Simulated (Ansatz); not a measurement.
## Formation energy and levels of the complex V_Br-H2 in KBr (Fm-3m)

Aim: at which Fermi levels does V_Br-H2 in KBr (Fm-3m) change its charge? The model is a cell of 54 host atoms with 1 Br taken out and 2 H put in.

Calculated with Ansatz 0.2.0; place-levels on PBEsol runs: charge-transition levels and formation energies with image-charge correction and potential alignment at the atomic sites; PAW set soft_1.

## 1. The starting structure

The cell holds 55 atoms: 27 K, 26 Br and 2 H. Cell: a = 13.895 Å, b = 13.895 Å, c = 13.895 Å, α = 60.0°, β = 60.0°, γ = 60.0°. It derives from KBr (space group Fm-3m). Nearest the centre at fractional (0.500, 0.500, 0.500): H55 at 1.59 Å, H54 at 1.59 Å, K46 at 3.27 Å, K34 at 3.27 Å, K50 at 3.27 Å, K28 at 3.27 Å, K44 at 3.27 Å, K32 at 3.27 Å.

The host's dielectric constants go in as inputs: 2.62 for the electrons alone, 5.31 with the ions, from a response run on this crystal (DFPT, PBEsol) at that run's own cell.

The cell's shortest repeat is 13.9 Å.

## 2. Charge states

A transition level is the Fermi level at which two charge states cost the same, so each charge needs its own total energy, at its own relaxed structure.

Each atom starts 0.05 Å or so off its site in a random direction: a symmetric start keeps its symmetry, and would miss off-centre moves and Jahn–Teller distortions. Forces are taken at one point at (¼, ¼, ¼). The cell holds 1 electron more than the neutral one, with a uniform background that keeps it neutral on the whole.

The sampling was tested on the host first: at the k-points planned (1x1x1 shifted 0.25 0.25 0.25) its energy lies 0.002 eV an atom from the dense-mesh value, under the bound of 0.02 eV set for this test; that bounds the host's error, not the defect's.

One state's input; the others differ in charge, spin, start and seed, and in occupations where the table says so.

The input, qm1.relax_smeared/input.yaml:

```yaml
crystal:
  lattice:
    - [0.0, 9.82489774, 9.82489774]
    - [9.82489774, 0.0, 9.82489774]
    - [9.82489774, 9.82489774, 0.0]
  atoms:
    - { symbol: K, position: [0.0, 0.0, 0.0] }
    - { symbol: Br, position: [0.16666667, 0.16666667, 0.16666667] }
[... 7 atom lines left out ...]
    - { symbol: Br, position: [0.16666667, 0.5, 0.5] }
[... 1 atom line left out ...]
    - { symbol: Br, position: [0.16666667, 0.5, 0.83333333] }
[... 3 atom lines left out ...]
    - { symbol: Br, position: [0.16666667, 0.83333333, 0.5] }
[... 5 atom lines left out ...]
    - { symbol: Br, position: [0.5, 0.16666667, 0.5] }
[... 1 atom line left out ...]
    - { symbol: Br, position: [0.5, 0.16666667, 0.83333333] }
[... 1 atom line left out ...]
    - { symbol: Br, position: [0.5, 0.5, 0.16666667] }
[... 1 atom line left out ...]
    - { symbol: K, position: [0.33333333, 0.33333333, 0.66666667] }
    - { symbol: Br, position: [0.5, 0.5, 0.83333333] }
[... 1 atom line left out ...]
    - { symbol: Br, position: [0.5, 0.83333333, 0.16666667] }
    - { symbol: K, position: [0.33333333, 0.66666667, 0.33333333] }
    - { symbol: Br, position: [0.5, 0.83333333, 0.5] }
    - { symbol: K, position: [0.33333333, 0.66666667, 0.66666667] }
[... 4 atom lines left out ...]
    - { symbol: Br, position: [0.83333333, 0.16666667, 0.5] }
[... 3 atom lines left out ...]
    - { symbol: Br, position: [0.83333333, 0.5, 0.16666667] }
    - { symbol: K, position: [0.66666667, 0.33333333, 0.33333333] }
    - { symbol: Br, position: [0.83333333, 0.5, 0.5] }
    - { symbol: K, position: [0.66666667, 0.33333333, 0.66666667] }
[... 3 atom lines left out ...]
    - { symbol: K, position: [0.66666667, 0.66666667, 0.33333333] }
[... 3 atom lines left out ...]
    - { symbol: H, position: [0.580666, 0.419334, 0.580666] }
    - { symbol: H, position: [0.580666, 0.580666, 0.419334] }
  host:
    repeats: [3, 3, 3]
    atoms:
      - { symbol: K, position: [0.0, 0.0, 0.0] }
      - { symbol: Br, position: [0.5, 0.5, 0.5] }
total_charge: -1
basis:
  ecutwfc: 420
  xc_grid: 2
hamiltonian:
  xc: pbesol
  pseudopotentials: { kind: paw, azcp: { folder: soft_1 }, xc_functional: pbe }
kpoints:
  mp_grid: { grid: [1, 1, 1], shift: [0.25, 0.25, 0.25] }
scf:
  occupations: { method: fermi_dirac, width: 0.01 }
  max_iter: 60
output:
  forces: true
  charged_corrections:
    epsilon: 2.62
    static_epsilon: 5.31
    defect_position: [0.5, 0.5, 0.5]
relax:
  f_tol: 0.02
  max_steps: 80
  random_displacement: { amplitude: 0.05, seed: 2494 }
checkpoint:
  write: "../qm1.relax_smeared.run"
  compress: false
  write_wavefunctions: true
  write_every: 100000
```

Run with:

```
$ ansatz run input.yaml --threads 4 --pin off --max-ram 15073MiB --backend cpu --events-out ev --progress --plain --runs-dir out
```

Defect states can disperse in a cell of this size, so the energy is taken again at a 2×2×2 shifted mesh, on the relaxed structure.

The run of this state that the levels use, under PBEsol:

The input, qm1.point/input.yaml:

```yaml
crystal:
  checkpoint: "../qm1.relax_smeared.run"
  host: checkpoint
total_charge: -1
basis:
  ecutwfc: 420
  xc_grid: 2
hamiltonian:
  xc: pbesol
  pseudopotentials: { kind: paw, azcp: { folder: soft_1 }, xc_functional: pbe }
kpoints:
  mp_grid: { grid: [2, 2, 2], shift: [0.5, 0.5, 0.5] }
scf:
  occupations: { method: fermi_dirac, width: 0.01 }
  max_iter: 60
output:
  forces: true
  eigenvalues: true
  charged_corrections:
    epsilon: 2.62
    static_epsilon: 5.31
    defect_position: [0.5, 0.5, 0.5]
  eigenstates: { localisation: true }
  populations: true
  band_densities: [{ bands: [v1, v1] }, { bands: [c1, c1] }]
  write_density: true
  write_potential: true
  volumetric_format: npy
checkpoint:
  read: "../qm1.relax_smeared.run"
  write: "../qm1.point.run"
  compress: false
  write_wavefunctions: false
  write_every: 100000
```

Relaxations under PBEsol at one point at (¼, ¼, ¼); times on 4 threads of Arm Neoverse V1, shared host:

```csv
charge,moment (μB),occupations,outcome,steps,largest displacement against the far atoms (Å),time
−1,0,fixed,not converged,-,-,75 s
−1,0,fermi-dirac,converged,10,1.16,3.2 min
−1,2,fixed,converged,13,1.32,7.7 min
0,1,fixed,converged,23,1.91,14 min
+1,0,fixed,converged,15,1.28,3.9 min
+1,2,fixed,converged,18,2.00,12 min
```

Single points under PBEsol at a 2×2×2 shifted mesh; times on 4 threads of Arm Neoverse V1, shared host:

```csv
charge,moment (μB),occupations,outcome,time
−1,0,fermi-dirac,converged,2.6 min
−1,2,fermi-dirac,converged,6.2 min
0,1,fermi-dirac,converged,5.7 min
+1,0,fermi-dirac,converged,2.7 min
+1,2,fermi-dirac,converged,5.9 min
```

Distances (Å) from the ideal centre to the nearest atoms after relaxation with PBEsol:

```csv
charge,moment (μB),1.,2.,3.,4.,5.,6.
−1,0,H 1.42,H 1.42,K 2.24,K 2.25,K 3.33,K 3.33
−1,2,H 0.41,H 0.50,K 3.08,K 3.10,K 3.29,K 3.31
0,1,H 1.50,H 2.29,K 3.30,K 3.31,K 3.31,K 3.34
+1,0,H 0.57,H 0.60,K 3.48,K 3.49,K 3.49,K 3.51
+1,2,H 2.65,H 2.65,K 3.30,K 3.46,K 3.46,K 3.53
```

## 3. Placing the levels, PBEsol

A charged cell interacts with its images and the background, and its potential has another zero than the host's. place-levels removes the first by a point-charge model, screened by the static dielectric constant since the ions have relaxed around the charge, and the second by comparing potentials at atoms far from the defect.

The host is a run of the defect-free crystal in the same cutoffs, grids and k-points, so that basis and sampling errors cancel in part in the differences. The host is run in a cell of 2 atoms on a matching mesh. Its band edges are searched through the zone by a band path, so the gap is smaller than, or equal to, that on the mesh. Chemical potentials are energies per atom of Br (solid Br2 (Cmce)) and H (H2 molecule), run with the same functional and cutoff.

The input, levels.point.yaml:

```yaml
host:
  run: host.point.run
states: [qm1.point.run, qm1_M2.point.run, q0_M1.point.run, qp1.point.run, qp1_M2.point.run]
geometry_from:
  qm1.point.run: qm1.relax_smeared.run
  qm1_M2.point.run: qm1_M2.relax.run
  q0_M1.point.run: q0_M1.relax.run
  qp1.point.run: qp1.relax.run
  qp1_M2.point.run: qp1_M2.relax.run
chemical_potentials:
  Br:
    energy: -2736.484622
    dataset: "<sha256 of the dataset>"
  H:
    energy: -15.609228
    dataset: "<sha256 of the dataset>"
epsilon: 2.62
static_epsilon: 5.31
vertical:
  - { from: qm1.point.run, to: qm1.point_neutral.run }
  - { from: qm1_M2.point.run, to: qm1_M2.point_neutral.run }
  - { from: qp1.point.run, to: qp1.point_neutral.run }
  - { from: qp1_M2.point.run, to: qp1_M2.point_neutral.run }
```

Run with:

```
$ ansatz place-levels levels.point.yaml -- --threads 4 --pin off --max-ram 15073MiB
```

Numbers of over 12 decimals in the logs are rounded to 6 here.

The log of the run:

```text
[... repeated set-up lines and file paths are left out, and long positions are rounded to six places ...]
(+1/0) 3.804 eV above the valence edge, 0.534 eV under the conduction edge
(0/-1) 4.014 eV above the valence edge, 0.324 eV under the conduction edge
formation energy of charge +1: +0.211 eV with the Fermi level at the valence edge
formation energy of charge 0: +4.015 eV with the Fermi level at the valence edge
formation energy of charge -1: +8.029 eV with the Fermi level at the valence edge
vertical -1 to 0: no energy, since no alignment is typed
  the change from vertical[0].from (qm1.point.run) to vertical[0].to (qm1.point_neutral.run): by its potential at epsilon 2.62 it stands at 0.503 0.499 0.500, with an rms radius of about 2.3 Å (0.0 1.6 1.6 Å across the planes of the cell's vectors); [...]
vertical -1 to 0: no energy, since no alignment is typed
  the change from vertical[1].from (qm1_M2.point.run) to vertical[1].to (qm1_M2.point_neutral.run): by its potential at epsilon 2.62 it stands at 0.036 0.520 0.488, with an rms radius of about 7.8 Å (5.4 4.0 4.1 Å across the planes of the cell's vectors); [...]
vertical +1 to 0: no energy, since no alignment is typed
  the change from vertical[2].from (qp1.point.run) to vertical[2].to (qp1.point_neutral.run): by its potential at epsilon 2.62 it stands at 0.512 0.513 0.493, with an rms radius of about 5.0 Å (2.8 2.9 2.9 Å across the planes of the cell's vectors); [...]
vertical +1 to 0: no energy, since no alignment is typed
  the change from vertical[3].from (qp1_M2.point.run) to vertical[3].to (qp1_M2.point_neutral.run): by its potential at epsilon 2.62 it stands at 0.531 0.407 0.409, with an rms radius of about 3.7 Å (0.3 2.6 2.6 Å across the planes of the cell's vectors); [...]
  edges by pbesol, gap 4.338 eV; the host is sampled to repeats of 27.79 Å
  the defect's cells are sampled to repeats of 27.79 Å, like sampling
  charge +1: -112207.6017 eV with its correction of +0.197 eV, at epsilon 5.31, aligned at sites: -0.1189 eV, mean over 21 atomic sites at or beyond 6.95 Å from the defect at [0.5000, 0.5000, 0.5000], with +0.000000 for the charge's moments and without [...]
  charge 0: +0.000 eV for its dipole among its images, +0.000 omitted
  charge -1: -112197.4962 eV with its correction of +0.408 eV, at epsilon 5.31, aligned at sites: -0.0913 eV, mean over 21 atomic sites at or beyond 6.95 Å from the defect at [0.5000, 0.5000, 0.5000], with +0.000000 for the charge's moments and without [...]
  charge +1: states[4] (qp1_M2.point.run) stands 4.206 eV higher, with a moment of 2.00 μB against 0.00
  charge -1: states[1] (qm1_M2.point.run) stands 1.387 eV higher, with a moment of 2.00 μB against 0.00
  of states[3] (qp1.point.run): it parts from the run at its places by a charge that spreads by about 2.9 Å along one vector (2 Å or more is wide), by its potential at epsilon 2.62, taken for that of held ions (one typed too small widens it), where the cell [...]
  of states[2] (q0_M1.point.run): its alignment with the host at atomic sites is doubtful: the cell is too small to show whether the defect's potential has decayed: take a larger one
  of states[0] (qm1.point.run): its alignment with the host at atomic sites is doubtful: the cell is too small to show whether the defect's potential has decayed: take a larger one
  of states[4] (qp1_M2.point.run): it parts from the run at its places by a charge that spreads by about 2.6 Å along one vector (2 Å or more is wide), by its potential at epsilon 2.62, taken for that of held ions (one typed too small widens it), where the [...]
  of states[1] (qm1_M2.point.run): it parts from the run at its places by a charge that spreads by about 5.4 Å along one vector (2 Å or more is wide), by its potential at epsilon 2.62, taken for that of held ions (one typed too small widens it), where the [...]
  of vertical[1].from (qm1_M2.point.run): its moments are held at its close (magnetization.spin_locking), by a field of 0.199 eV a Bohr magneton, and its energy and levels are of the state that this holds: a run that lets them go can end lower; [...]
  of vertical[2].from (qp1.point.run): it parts from the run at its places by a charge that spreads by about 2.9 Å along one vector (2 Å or more is wide), by its potential at epsilon 2.62, taken for that of held ions (one typed too small widens it), where the [...]
  of vertical[2].to (qp1.point_neutral.run): its moments are held at its close (magnetization.spin_locking), by a field of 0.146 eV a Bohr magneton, and its energy and levels are of the state that this holds: a run that lets them go can end lower
  of vertical[3].from (qp1_M2.point.run): stability_check_not_made; [...]
  vertical[3].to (qp1_M2.point_neutral.run): levels filled in part (TS 0.001 eV): its energy is of no whole electron's
  of vertical[3].to (qp1_M2.point_neutral.run): it set out from the moments of a save, which an earlier run chose (saved_moments_taken)
```

The job ended after 0.58 s (4 threads of Arm Neoverse V1, shared host).

Under PBEsol the gap is 4.34 eV, (+1/0) 3.80, (0/−1) 4.01 eV.

Levels between the charges placed, in eV above the valence top:

```csv
,gap (eV),(+1/0),(0/−1)
PBEsol,4.34,3.80,4.01
```

Corrections by state:

```csv
charge,moment (μB),image terms and alignment (eV),band filling (eV),ε used,"over the lowest of its charge, as the program ranks them, band filling apart (eV)"
+1,0.0,0.197,-,5.31,0.000
0,1.0,0.000,-,-,0.000
−1,0.0,0.408,-,5.31,0.000
+1,2.0,0.190,-,5.31,4.206
−1,2.0,0.323,-,5.31,1.387
```

The charged structures listed were also run neutral, and place-levels reads from each pair, by the potential or the spins, how wide the charge is by which they differ; that can be the carrier of either run.

```csv
charge,rms radius (Å),spread where it is widest against the cell (Å),wide from (Å),reading
+1,5.0,2.92,1.96,wide
−1,2.3,1.63,1.96,narrow
```

The neutral runs of these pairs need not share the spin of the lowest neutral state, and very wide values only mean spread over the cell.

From the program's caveats on the states, each cut to its opening words:

- charge +1: it parts from the run at its places by a charge that spreads by about 2.9 Å along one vector (2 Å or more is wide), by its potential at epsilon 2.62, taken for [...]
- charge +1, 0 (1 μB), −1, +1 (2 μB), −1 (2 μB): its alignment with the host at atomic sites is doubtful: the cell is too small to show whether the defect's potential has decayed: take a larger one
- charge +1 (2 μB): it parts from the run at its places by a charge that spreads by about 2.6 Å along one vector (2 Å or more is wide), by its potential at epsilon 2.62, taken for [...]
- charge +1 (2 μB): flagged: stability check not made
- charge −1 (2 μB): it parts from the run at its places by a charge that spreads by about 5.4 Å along one vector (2 Å or more is wide), by its potential at epsilon 2.62, taken for [...]
- charge −1 (2 μB): its moments are held at its close (magnetization.spin_locking), by a field of 0.199 eV a Bohr magneton, and its energy and levels are of the state that this [...]

Chemical potentials of the elements' reference phases, run alike. Formation energy by charge state (elemental references; gap 4.34 eV):

```csv
charge,at valence top (eV),at conduction bottom (eV),correction included (eV)
+1,0.21,4.55,0.20
0,4.02,4.02,0.00
−1,8.03,3.69,0.41
```

Fermi level (eV), lowest formation energy (eV) and a bar:
```
     0.00       0.21 
     0.39       0.61 ###
     0.79       1.00 ######
     1.18       1.39 #########
     1.58       1.79 ############
     1.97       2.18 ################
     2.37       2.58 ###################
     2.76       2.97 ######################
     3.16       3.37 #########################
     3.55       3.76 ############################
     3.94       4.02 ##############################
     4.34       3.69 ###########################
```

## 4. Placing the levels, r2SCAN

r2SCAN on the same structure is run to see how far the result rests on the functional, though not on the errors that semilocal functionals share; the sampling changes too, to one point at (¼, ¼, ¼), so differences hold both changes.

The input, qm1.r2scan/input.yaml:

```yaml
crystal:
  checkpoint: "../qm1.relax_smeared.run"
  host: checkpoint
total_charge: -1
basis:
  ecutwfc: 500
  xc_grid: 2
hamiltonian:
  xc: r2scan
  pseudopotentials: { kind: paw, azcp: { folder: soft_1 } }
kpoints:
  mp_grid: { grid: [1, 1, 1], shift: [0.25, 0.25, 0.25] }
scf:
  occupations: { method: fermi_dirac, width: 0.01 }
  max_iter: 60
output:
  forces: true
  eigenvalues: true
  charged_corrections:
    epsilon: 2.62
    static_epsilon: 5.31
    defect_position: [0.5, 0.5, 0.5]
  eigenstates: { localisation: true }
  populations: true
  band_densities: [{ bands: [v1, v1] }, { bands: [c1, c1] }]
  write_density: true
  write_potential: true
  volumetric_format: npy
  elf: true
checkpoint:
  write: "../qm1.r2scan.run"
  compress: false
  write_wavefunctions: false
  write_every: 100000
```

The job ended after 77 s (4 threads; peak memory 4.1 GiB).

The input, levels.r2scan.yaml:

```yaml
host:
  run: host.r2scan.run
states: [qm1.r2scan.run, qm1_M2.r2scan.run, q0_M1.r2scan.run, qp1.r2scan.run, qp1_M2.r2scan.run]
geometry_from:
  qm1.r2scan.run: qm1.relax_smeared.run
  qm1_M2.r2scan.run: qm1_M2.relax.run
  q0_M1.r2scan.run: q0_M1.relax.run
  qp1.r2scan.run: qp1.relax.run
  qp1_M2.r2scan.run: qp1_M2.relax.run
chemical_potentials:
  Br:
    energy: -2792.869391
    dataset: "<sha256 of the dataset>"
  H:
    energy: -15.945394
    dataset: "<sha256 of the dataset>"
```

Run with:

```
$ ansatz place-levels levels.r2scan.yaml -- --threads 4 --pin off --max-ram 15073MiB
```

The log of the run:

```text
(+1/0) 4.119 eV above the valence edge, 1.023 eV under the conduction edge
(0/-1) 4.303 eV above the valence edge, 0.839 eV under the conduction edge
formation energy of charge +1: +0.384 eV with the Fermi level at the valence edge
formation energy of charge 0: +4.503 eV with the Fermi level at the valence edge
formation energy of charge -1: +8.806 eV with the Fermi level at the valence edge
  edges by r2scan, gap 5.142 eV; the host is sampled to repeats of 13.89 Å
[... the lines on each state left out ...]
```

Wall time 0.3 s (4 threads).

Under r2SCAN the gap is 5.14 eV, (+1/0) 4.12, (0/−1) 4.30 eV; the stage before (PBEsol, at other k-points) gave a gap of 4.34 eV and levels within 0.31 eV of these.

## 5. The ladder

Levels between neighbouring charges, in eV above each run's own valence top:

```csv
,gap (eV),(+1/0),(0/−1),CPU time a state at this stage (restarts are quicker than cold starts)
"PBEsol, 2×2×2 shifted mesh",4.34,3.80,4.01,17 min
"r2SCAN on PBEsol structures, (¼, ¼, ¼)",5.14,4.12,4.30,9.9 min
```

## 6. Results

```yaml
gap_of_the_host: 4.34 eV (PBEsol)
level_plus_1_over_0: 3.80 eV above the valence top
level_0_minus_1: 4.01 eV above the valence top
lowest_of_the_charges_placed_just_above_the_valence_top_0p02_ev: +1
lowest_of_the_charges_placed_just_below_the_conduction_bottom_0p02_ev: −1
lowest_formation_energy_at_mid_gap_of_the_charges_run_elemental_references: 2.38 eV
```

In words: Of the charges placed (−1, 0 and +1), the lowest changes at 3.80 eV (+1/0) and 4.01 eV (0/−1) above the valence top, in a gap of 4.34 eV. (0/−1) lies nearer to a band edge than the share of the finite-size correction in it (0.41 eV), and that correction holds for a localised charge alone. Charges above +1 and below −1 were not placed, so these runs say nothing of levels that involve them. States placed: +1 at 0 μB and 2 μB; 0 at 1 μB; −1 at 0 μB and 2 μB. Other spin states or structures, where not listed, weren't placed. H is taken at its element; compounds, which aren't counted here, bound the chemical potentials and would shift these formation energies. The program doubts the alignment of potentials for at least one state, a sign that the cell is small. What this leaves open: PBEsol makes the gap too small and tends to spread out bound carriers.

[Logs are printed without paths, hosts, clocks, repeated set-up lines and the standing remarks that a program may print on its own settings, such as how far it seeks lower states.]

[Hosts, paths, dates, database ids (printed as entryN), source tags and the programs' standing remarks are cut or masked in the printed files.]

[Where a table of states has a column of steps, it counts the stored structures, which are thinned; the runs took as many ionic steps or more.]

[A defect's name tells the site on which it was built; relaxed atoms can leave that site.]

[For some hosts the program warned that the k-mesh of the response run may be too coarse for force constants and the static dielectric constant; such warnings are not shown here.]
